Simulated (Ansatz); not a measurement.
# From PBEsol to G0W0: InGaP2 (zincblende [001] superlattice) (Pmm2), part 2 of 2

How far does one-shot GW move the PBEsol gap of InGaP2 (zincblende [001] superlattice) (Pmm2)?

Ansatz 0.2.0; PBEsol, then G0W0 on it, plane waves, PAW. Known limits of the many-body steps: finite bands, screening cutoff and k mesh; no spin-orbit coupling in G0W0; d shells not analysed; screening cutoff under 40 eV in some runs.

So far. Step 2 (The PBEsol band structure): Over mesh and path the gap is 0.896 eV, direct, at k = Γ. Step 3 (The quasiparticle correction): Over 10 of 27 irreducible mesh points the G0W0 gap is 1.613 eV, direct, at k = Γ. The PBEsol gap of this run on the mesh is 0.890 eV. The two states that bound the G0W0 gap lie that far apart at the start, so the correction of the gap is 1.613 − 0.890 = +0.723 eV. The start of this run differs from the step before in mesh (6×6×4 and 4×4×4).

The structure was built from a prototype and need not be the compound's stable phase.

## 4. Spin-orbit coupling

This run has two-component orbitals with spin-orbit coupling.

This step: DFT, PBEsol with spin-orbit coupling, plane waves, PAW; PAW set soft_1.

input.yaml

```yaml
crystal:
  lattice:
    - [3.9934977685, 0.0, 0.0]
    - [0.0, 3.9912654442, 0.0]
    - [0.0, 0.0, 5.684030247]
  atoms:
    - { symbol: Ga, position: [0.0, 0.0, 0.1160816638] }
    - { symbol: P, position: [0.5, 0.0, 0.3446070586] }
    - { symbol: In, position: [0.5, 0.5, 0.6160108599] }
    - { symbol: P, position: [0.0, 0.5, 0.8870576487] }
kpoints:
  mp_grid: { grid: [6, 6, 4] }
  band_path:
    path:
      - [0.0, 0.0, 0.0]
      - [0.5, 0.0, 0.0]
      - [0.5, 0.5, 0.0]
      - [0.0, 0.5, 0.0]
      - [0.0, 0.0, 0.5]
      - [0.5, 0.0, 0.5]
      - [0.5, 0.5, 0.5]
      - [0.0, 0.5, 0.5]
    npoints: 1
hamiltonian:
  xc: pbesol
  pseudopotentials: { kind: paw_fr, azcp: { folder: soft_1 }, xc_functional: pbe }
scf:
  occupations: { method: fermi_dirac, width: 0.02 }
  n_extra_bands: 10
magnetization:
  noncollinear: true
  spin_orbit: true
output:
  eigenvalues: true
```

On the command line:

```
ansatz run input.yaml --threads 4 --pin off --max-ram 17510MiB --backend cpu --events-out ev --progress --plain --runs-dir out
```

Numbers of over 12 decimals in the logs are rounded to 6 here.

The log of the run:

```text
[...]
non-collinear run that drives no moment, with spin-orbit: no starting moment large enough to seed its density (crystal.atoms[].spin), no starting occupations that ask for one, no magnetisation constraint and no magnetic field, so the semilocal B_xc is pinned to zero
Crystal: 4 atoms, lattice volume = 90.598 Å³
Basis set: ecut = 420 eV, 1787 PW (Γ)
Bands: 46, of which v1, the nominal top of the filled ones, is band 36 counted from 1 (35 counted from 0)
Symmetry: 4 space group operations + 4 with time reversal
[...]
k-points: 48 of 144 (time reversal used)
Projection manifold: j_resolved (fully-relativistic pseudo-atomic orbitals)
[...]
SCF iter   1: F=—  HF=-10752.207941 eV  |F-HF|=—  |Δ(HF+E_count)|=         —  Δρ=3.84e-2  dr2=1.37e0  dr2_m=0.00e0 (ungated)  ethr=3.10e-3  |M|=0.00e0 ∫|m|=0.00e0 μB  |m|>n=0.0e0 m-floor=0.0e0 τ_xc=0.0e0  β_m=0.30  ⟨swp⟩=7.9  Hψ=11911  notcnv=0
[...]
spin=Noncollinear: Resta preconditioning applied to the charge; magnetization (m_x, m_y, m_z) channels mix plain (no charge-response kernel on spin).
SCF iter   2: F=—  HF=-10751.988286 eV  |F-HF|=—  |Δ(HF+E_count)|=   2.20e-1  Δρ=2.78e-2  dr2=6.32e-1  dr2_m=0.00e0 (ungated)  ethr=3.10e-3  |M|=0.00e0 ∫|m|=0.00e0 μB  |m|>n=0.0e0 m-floor=0.0e0 τ_xc=0.0e0  β_m=0.59  ⟨swp⟩=1.6  Hψ=2743  notcnv=0  defer=171
[...]
SCF iter   8: F=-10751.842494 eV  HF=-10751.842494 eV  |F-HF|=1.99e-8  |Δ(HF+E_count)|=   1.47e-6  Δρ=8.75e-6  dr2=5.80e-8  dr2_m=0.00e0 (ungated)  ethr=2.78e-10  |M|=0.00e0 ∫|m|=0.00e0 μB  |m|>n=0.0e0 m-floor=0.0e0 τ_xc=0.0e0  ⟨swp⟩=11.5  Hψ=9278  notcnv=0
SCF 1 converged in 8 iterations: F = -10751.842494 eV  dr2 = 5.80e-8
[...]
SCF converged after 8 iterations
Magnetization: |M| = 0.0000 μB,  M = (+0.0000, +0.0000, +0.0000) μB
Absolute magnetization: 0.0000 μB (∫|m|)
  site 0: m = (+0.0000, +0.0000, +0.0000) μB, |m| = 0.0000 μB  (R = 0.98 Å)
  site 1: m = (+0.0000, +0.0000, +0.0000) μB, |m| = 0.0000 μB  (R = 0.98 Å)
  site 2: m = (+0.0000, +0.0000, +0.0000) μB, |m| = 0.0000 μB  (R = 1.04 Å)
  site 3: m = (+0.0000, +0.0000, +0.0000) μB, |m| = 0.0000 μB  (R = 0.98 Å)
Free energy (F): -10751.842494 eV
[...]
Internal energy: -10751.842494 eV  (E = F + TS)
E sigma→0 (E₀):  -10751.842494 eV
Fermi energy:    7.507663 eV
[...]
--- Band table (eV; the first three rows and the last of 48) ---
  k-point 0: bands = [... 32 lower, 7.0206, 7.0206, 7.0723, 7.0723, 7.9414, 7.9414, 8.6629, 8.6629, ... 6 higher]
  k-point 1: bands = [... 32 lower, 6.4466, 6.4466, 6.5087, 6.5087, 8.6654, 8.6654, 8.9882, 8.9882, ... 6 higher]
  k-point 2: bands = [... 32 lower, 5.7532, 5.7532, 5.8371, 5.8371, 9.0568, 9.0568, 9.0958, 9.0958, ... 6 higher]
  k-point 47: bands = [... 32 lower, 3.7638, 3.7638, 3.8354, 3.8354, 11.3820, 11.3820, 11.3830, 11.3830, ... 6 higher]
```

Run time: 36 s. Hardware: 4 threads of Arm Neoverse N1, shared host; peak memory 0.85 GiB; 2.4 min of CPU time.

Numbers from this step:

| Item | Value |
| --- | --- |
| gap | 0.8691 eV |
| valence top at | Γ |
| conduction bottom at | Γ |
| least direct gap | 0.8691 eV |

Over mesh and listed points the gap is 0.869 eV, direct, at k = Γ. PBEsol+SOC against PBEsol: 0.869 − 0.896 = −0.027 eV, with the same mesh, set of files (read in its fully relativistic form for the spin-orbit run) and cutoff, and both edges at the same k points. The spin-orbit run sees mesh and listed points alone, so its gap is an upper bound: the coupling can move an edge off these points, the more so as this crystal has no centre of inversion, and the change over the zone, its sign included where it is small, is not known.

## 5. The runs together

Each gap is the least one over the points named; times are wall times on shared hosts, not benchmarks. A G0W0 time includes the run's own self-consistent start. Runs with listed points see these and the mesh alone, so an edge that moves elsewhere is missed. Rows marked * are further runs, not shown as steps, whose inputs differ from the G0W0 step on the same start in the columns given; solver thresholds can differ too.

| level | mesh | files, cutoff | bands summed, screening | points | gap (eV) | valence top | conduction bottom | least direct gap (eV) | time |
| --- | --- | --- | --- | --- | --- | --- | --- | --- | --- |
| PBEsol | 6×6×4 | soft_1 PAW, 420 eV | - | mesh and path | 0.896 | Γ | Γ | 0.896 | 11 s |
| PBEsol+SOC | 6×6×4 | soft_1 PAW, 420 eV | - | mesh and listed points | 0.869 | Γ | Γ | 0.869 | 36 s |
| G0W0@PBEsol* | 4×4×4 | soft_1 PAW, 420 eV | 62, 36 eV | 14 of 27 irreducible mesh points | 1.646 | Γ | Γ | 1.646 | 42 s |
| G0W0@PBEsol | 4×4×4 | soft_1 PAW, 420 eV | 193, 90 eV | 10 of 27 irreducible mesh points | 1.613 | Γ | Γ | 1.613 | 2.4 min |

## 6. Outcome

```json
{"PBEsol gap over mesh and path": "0.896 eV, direct, at k = Γ", "G0W0@PBEsol gap over 10 of 27 irreducible mesh points": "1.613 eV, direct, at k = Γ", "PBEsol+SOC gap over mesh and listed points": "0.869 eV", "GW settings": "4×4×4 mesh, 175 empty bands, screening to 90 eV, PAW set soft_1 files", "known limits": "finite bands, screening cutoff and k mesh; no spin-orbit coupling in G0W0; d shells not analysed; screening cutoff under 40 eV in some runs"}
```

In words: Over 10 of 27 irreducible mesh points the G0W0 gap is 1.613 eV, direct, at k = Γ. The PBEsol gap of this run on the mesh is 0.890 eV. The two states that bound the G0W0 gap lie that far apart at the start, so the correction of the gap is 1.613 − 0.890 = +0.723 eV. The valence state moves by 6.739 − 7.061 = −0.322 eV and the conduction state by 8.351 − 7.951 = +0.400 eV, on the run's own scale; with 62 bands the edge states move by +0.199 and +0.955 eV, so the split between the edges depends on the bands and cutoff. Both edges that PBEsol shows over mesh and path lie at k points where levels were corrected. Levels at other points were not corrected, so a lower G0W0 gap elsewhere in the zone is not ruled out. From 62 bands and 36 eV to 193 bands and 90 eV the gap moves by 1.613 − 1.646 = −0.033 eV; bands and screening cutoff rise together, so their parts are not told apart. Two runs can't test a law of convergence, so the limit is not known. PBEsol+SOC against PBEsol: 0.869 − 0.896 = −0.027 eV, with the same mesh, set of files (read in its fully relativistic form for the spin-orbit run) and cutoff, and both edges at the same k points. The spin-orbit run sees mesh and listed points alone, so its gap is an upper bound: the coupling can move an edge off these points, the more so as this crystal has no centre of inversion, and the change over the zone, its sign included where it is small, is not known. What spin-orbit coupling does to the G0W0 levels was not computed, so no sum with the G0W0 gap is formed. The G0W0 runs are scalar-relativistic. One-shot GW is known to converge slowly in bands for compounds with shallow d shells. The cell holds Ga and In; the filling of the d shell and its place against the gap were not analysed here. No pair of G0W0 runs that differ in the mesh alone is shown (4×4×4 is a supercell whose nearest images lie 16 Å apart), so the error from the mesh is not known here. G0W0 is shown with one set of atomic data (soft_1 PAW), so the error from the files is not known here. A screening cutoff under 40 eV is crude: G0W0@PBEsol with 62 bands at 36 eV.

[Paths, hosts, dates, memory and timing lines, banners, echoed tables and standing remarks are left out of the program output.]

[Logs are printed without paths, hosts, clocks, repeated set-up lines and the standing remarks that a program may print on its own settings, such as how far it seeks lower states.]

[Runs of the session that timed out or met a known fault of the program may be left out.]

[Cells called generated may have been cut or substituted from an entry of the Crystallography Open Database or the Materials Project.]

[Hosts, paths, dates, database ids (printed as entryN), source tags and the programs' standing remarks are cut or masked in the printed files.]

[Where an RPA ε∞ is given, it is that of the G0W0 mesh and is not shown converged in it. Names of k-points follow the symmetry that the program found, which can be lower than the space group named. Band edges on a path are those of the sampled points; other points can move an edge, and change direct to indirect where valleys lie close.]

[Hybrid gaps are those of their k-mesh and are not shown converged in it.]
